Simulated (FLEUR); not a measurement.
# Collinear magnetic orders of MnSe with FLEUR, part 3 of 3

Does MnSe prefer parallel or opposed moments?

FLEUR MaX-R8.1; PBEsol; all-electron FLAPW, Dirac cores, scalar-relativistic bands.

So far, largest spin moment in the muffin-tin sphere (μB): step 2 (order 1, typed as ferro +) 4.45; step 3 (order 2, typed as antiferro q=(0,1/2,1/2) +-) 4.44; step 4 (order 3, typed as antiferro q=(0,0,1/2) +-) 4.36.

The database entry behind the starting cell differs from later determinations by our own check (about 0.4 % short), so it need not match the best structure at ambient conditions.

## 5. Run 4 (no spin polarisation)

Without spin polarisation no moment can form, so the difference from the other runs is what forming moments gains.

The k list default-1 (kpts.xml, not shown) is a Γ-centred 8×8×8 mesh.

Input file inp.xml:

```
<?xml version="1.0" encoding="UTF-8" standalone="no"?>
<fleurInput fleurInputVersion="0.39">
   <comment>
      MnSe
   </comment>
   <calculationSetup>
      <cutoffs Kmax="3.6" Gmax="10.8" GmaxXC="10.8" numbands="0"/>
      <scfLoop itmax="130" minDistance="0.00002" maxIterBroyd="15" imix="Anderson" alpha="0.05" precondParam="0.0" spinf="2.0" sdNocoIR="T"/>
      <coreElectrons ctail="T" frcor="F" kcrel="0" coretail_lmax="0"/>
      <xcFunctional name="PBEs" relativisticCorrections="F"/>
      <magnetism jspins="1"/>
      <soc l_soc="F" theta="0.0" phi="0.0" spav="F"/>
      <expertModes spex="0" secvar="F"/>
      <geometryOptimization l_f="F" forcealpha="1.0" forcemix="BFGS" epsdisp="0.00001" epsforce="0.00001"/>
      <ldaU l_linMix="F" mixParam="0.05" spinf="1.0"/>
   </calculationSetup>
   <cell>
      <bzIntegration valenceElectrons="31.0" mode="hist" fermiSmearingEnergy="0.00293995">
         <kPointListSelection listName="default-1"/>
         <xi:include xmlns:xi="http://www.w3.org/2001/XInclude" href="kpts.xml"> </xi:include>
      </bzIntegration>
      <xi:include xmlns:xi="http://www.w3.org/2001/XInclude" href="sym.xml"> </xi:include>
      <bulkLattice scale="1.0">
         <bravaisMatrix>
            <row-1>    0.0000000000000000     5.1400550589120000     5.1400550589120000</row-1>
            <row-2>    5.1400550589120000     0.0000000000000000     5.1400550589120000</row-2>
            <row-3>    5.1400550589120000     5.1400550589120000     0.0000000000000000</row-3>
         </bravaisMatrix>
      </bulkLattice>
   </cell>
   <atomSpecies>
      <species name="Manganese (Mn)" element="Mn" atomicNumber="25">
         <mtSphere radius="2.51" gridPoints="829" logIncrement="0.015"/>
         <atomicCutoffs lmax="10" lnonsphr="8"/>
         <electronConfig flipSpins="F">
            <coreConfig>(1s1/2) (2s1/2) (2p1/2) (2p3/2)</coreConfig>
            <valenceConfig>(3s1/2) (3p1/2) (3p3/2) (4s1/2) (3d3/2) (3d5/2)</valenceConfig>
            <stateOccupation state="(3d3/2)" spinUp="1.000000" spinDown="1.000000"/>
            <stateOccupation state="(3d5/2)" spinUp="1.500000" spinDown="1.500000"/>
         </electronConfig>
         <energyParameters s="4" p="4" d="3" f="4"/>
         <lo type="SCLO" l="0" n="3" eDeriv="0"/>
         <lo type="SCLO" l="1" n="3" eDeriv="0"/>
      </species>
      <species name="Selenium (Se)" element="Se" atomicNumber="34">
         <mtSphere radius="2.51" gridPoints="829" logIncrement="0.015"/>
         <atomicCutoffs lmax="10" lnonsphr="8"/>
         <electronConfig flipSpins="F">
            <coreConfig>(1s1/2) (2s1/2) (2p1/2) (2p3/2) (3s1/2) (3p1/2) (3p3/2)</coreConfig>
            <valenceConfig>(4s1/2) (3d3/2) (3d5/2) (4p1/2) (4p3/2)</valenceConfig>
            <stateOccupation state="(4p1/2)" spinUp="0.666667" spinDown="0.666667"/>
            <stateOccupation state="(4p3/2)" spinUp="1.333333" spinDown="1.333333"/>
         </electronConfig>
         <energyParameters s="4" p="4" d="3" f="4"/>
      </species>
   </atomSpecies>
   <atomGroups>
      <atomGroup species="Manganese (Mn)">
         <relPos label="                   1">.0000000000 .0000000000 .0000000000</relPos>
         <force calculate="T" relaxXYZ="TTT"/>
      </atomGroup>
      <atomGroup species="Selenium (Se)">
         <relPos label="                   2">1.000/2.000 1.000/2.000 1.000/2.000</relPos>
         <force calculate="T" relaxXYZ="TTT"/>
      </atomGroup>
   </atomGroups>
   <output dos="F" band="F" slice="F">
      <bandDOS minEnergy="-.5*Htr" maxEnergy="0.5*Htr" sigma="0.015" storeEVData="T"/>
      <plotting iplot="0" polar="F">
         <plot TwoD="T" vec1="  1.0  0.0  0.0" vec2="  0.0  1.0  0.0" vec3="  0.0  0.0  1.0" zero="  0.0  0.0  0.0" file="plot"/>
      </plotting>
      <moessbauerParams electricFieldGradient="F" isomerShift="F" coreHyperfine="F" valenceHyperfine="F"/>
   </output>
</fleurInput>
```

Input file crystal.txt:

```
MnSe
&input film=F cartesian=F /
0.00000000000  2.72000000000  2.72000000000
2.72000000000  0.00000000000  2.72000000000
2.72000000000  2.72000000000  0.00000000000
1.8897261246
1.0 1.0 1.0

2
25 0.00000000000  0.00000000000  0.00000000000
34 0.50000000000  0.50000000000  0.50000000000

&kpt div1=8 div2=8 div3=8 gamma=T /
```

Run with:

```console
OMP_NUM_THREADS=1 inpgen -f crystal.txt > inpgen.log  # inp.xml is then edited as shown
OMP_NUM_THREADS=1 mpirun -n 4 fleur_MPI > fleur.log
```

The log of the run:

```text
[banner, memory and clock lines left out]
Welcome to FLEUR        (www.flapw.de)
      MaX-Release 8.1          (www.max-centre.eu)

 ========== k-point set info ==========
 Selected k-point list: default-1
 k-point list type: mesh
 0 x 0 x 0
 Number of k points: 32

 [... set-up left out ...]
 Iteration:     1   Distance:      21.55465843 me/bohr^3
 Iteration:     2   Distance:      17.53379593 me/bohr^3
 Iteration:     3   Distance:      14.89244380 me/bohr^3
 Iteration:     4   Distance:      11.80955079 me/bohr^3
 Iteration:     5   Distance:       2.60387477 me/bohr^3
[...]
<FermiEnergy value="0.2350934731" units="Htr"/>
         [... left out ...]
         <totalEnergy value="    -3586.0442134201" units="Htr">
            <sumOfEigenvalues value="    -2078.8638393350">
               <coreElectrons value="-2050.1207589781"/>
               <valenceElectrons value="-28.7430803569"/>
            </sumOfEigenvalues>
         [... left out ...]
            <freeEnergy value="-3586.0514024941"/>
            <extrapolationTo0K value="-3586.0478079571"/>
         </totalEnergy>
         <densityConvergence units="me/bohr^3">
            <chargeDensity spin="1" distance="0.0000134037"/>
         </densityConvergence>
      </iteration>
```

Elapsed: 9.3 s, on 4 MPI ranks of Intel Xeon Platinum 8488C (Sapphire Rapids), shared host; peak memory 0.24 GiB.

This step gave:

```yaml
free_energy: -97581.4298 eV
program_s_band_gap_on_this_mesh_in_a_metal_only_a_level_spacing: 0.002061 eV
final_state: non-magnetic (no spin polarisation)
```

It lies 2300 meV a seeded atom over the first start.

## 6. Energies of the orders

Free energies are divided by the number of seeded atoms, so that cells of unlike size compare. Wavevectors q in the names are fractions of the primitive cell's reciprocal vectors.

Orders:

| start | final state | typed order kept | energy over the lowest (meV a seeded atom) | largest sphere moment (μB) | net moment (μB a primitive cell) | mesh matched | CPU time (s) |
| --- | --- | --- | --- | --- | --- | --- | --- |
| ferro + | ferromagnetic | yes | 105.6 | 4.448 | 4.813 | yes | 51.37 |
| antiferro q=(0,1/2,1/2) +- | antiferromagnetic | yes | 73.82 | 4.438 | 0 | yes | 353.1 |
| antiferro q=(0,0,1/2) +- | antiferromagnetic | yes | 0 | 4.363 | 0 | yes | 323.5 |
| no spin polarisation | non-magnetic | - | 2406 | 0 | 0 | yes | 36.31 |

## 7. Summary of results

```yaml
lowest_state_found: antiferromagnetic (typed antiferro q=(0,0,1/2) +-)
largest_site_spin_moment: 4.36 μB
next_finished_state: antiferromagnetic, 73.8 meV a seeded atom higher
energy_gained_by_spin_polarisation: 2406 meV a seeded atom
```

**Reading.** The lowest state found is antiferromagnetic, reached from the start antiferro q=(0,0,1/2) +-, with moments up to 4.36 μB. The next finished state costs 74 meV a seeded atom. Forming the largest moments gains far more than ordering them, so they should outlast the ordering temperature. Only 4 starts were tried; other patterns of signs, canted and longer-period orders were not.

[Logs and program files are shortened in this print: banners, set-up blocks, solver, clock and traceback lines can be left out without a mark of their own.]

[Logs are printed without paths, hosts, clocks, repeated set-up lines and the standing remarks that a program may print on its own settings, such as how far it seeks lower states.]

[Hosts, paths, dates, database ids (printed as entryN), source tags and the programs' standing remarks are cut or masked in the printed files.]

[Where a cell is said to come from a database of computed structures, the database is the Materials Project.]
